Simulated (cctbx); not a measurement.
## Reading a Patterson map

Space group P4_2/nmc (no. 137, origin choice 1), a = 5.0340 Å, b = 5.0340 Å, c = 7.0130 Å, α = 90.00°, β = 90.00°, γ = 90.00°, content Cs2 C2 H8.

Simulated single-crystal data (cctbx): Mo Kα, λ = 0.71073 Å, to d = 0.84 Å, 95 % of the full sphere, strongest reflection 20000 counts, noise from counting, a 4 % proportional error and a noise floor of 2 counts (s.d.); no absorption.

Patterson synthesis, origin scaled to 1000:

```text
Patterson group P 4/m m m
      u       v       w   height  length (A)
  0.000   0.000   0.000   1000.0     0.00
  0.500   0.500   0.500    999.7     5.00
  0.000   0.000   0.500    115.0     3.51
  0.500   0.500   0.000    115.0     3.56
  0.102   0.102   0.133     15.7     1.18
  0.398   0.398   0.367     15.7     3.83
  0.000   0.236   0.000     14.7     1.19
  0.264   0.500   0.500     14.7     4.52
  0.387   0.500   0.343     10.7     3.99
  0.000   0.113   0.156     10.7     1.23
  0.292   0.375   0.444      9.1     3.93
  0.125   0.208   0.056      9.1     1.28
  0.202   0.202   0.500      8.1     3.79
  0.299   0.299   0.000      8.0     2.13
```

Q: Assign the vectors.

A peak at u stands for all pairs with xi − xj = u, with weight Σ ZiZj against Σ Z² = 6130 at the origin. Peak heights follow these weights only roughly, since form factors, motion and series ripples differ, all vectors within 0.55 Å of a peak are counted as merged into it though the farther ones add only part of their weight, and F(000) is left out, which lowers the whole map:

| u | v | w | shortest length (Å) | height | 1000 ΣZiZj/ΣZ² | pairs in the cell |
| --- | --- | --- | --- | --- | --- | --- |
| 0.500 | 0.500 | 0.500 | 5.00 | 1000 | 999 | 2 × Cs–Cs, 2 × C–C |
| 0.000 | 0.000 | 0.500 | 3.51 | 115 | 215 | 4 × Cs–C |
| 0.500 | 0.500 | 0.000 | 3.56 | 115 | 215 | 4 × Cs–C |

The table stops at ten peaks or at a height of 45, below which ripples compete. In the model behind the data Cs, the heaviest element, has 1 independent site: (1/2, 1/2, 1/2), up to an allowed shift of origin; the Cs–Cs vectors are differences of these positions and their symmetry mates. The whole model:

```csv
atom,mult.,x,y,z,Ueq (Å²)
Cs1,2,1/2,1/2,1/2,0.0222
C1,2,1/2,1/2,0,0.0306
H1,8,0.2943,1/2,0.1085,0.0740
```

This is a model crystal, built by substitution and not relaxed, with assumed displacement parameters.

[Logs are printed without paths, hosts, clocks, repeated set-up lines and the standing remarks that a program may print on its own settings, such as how far it seeks lower states.]
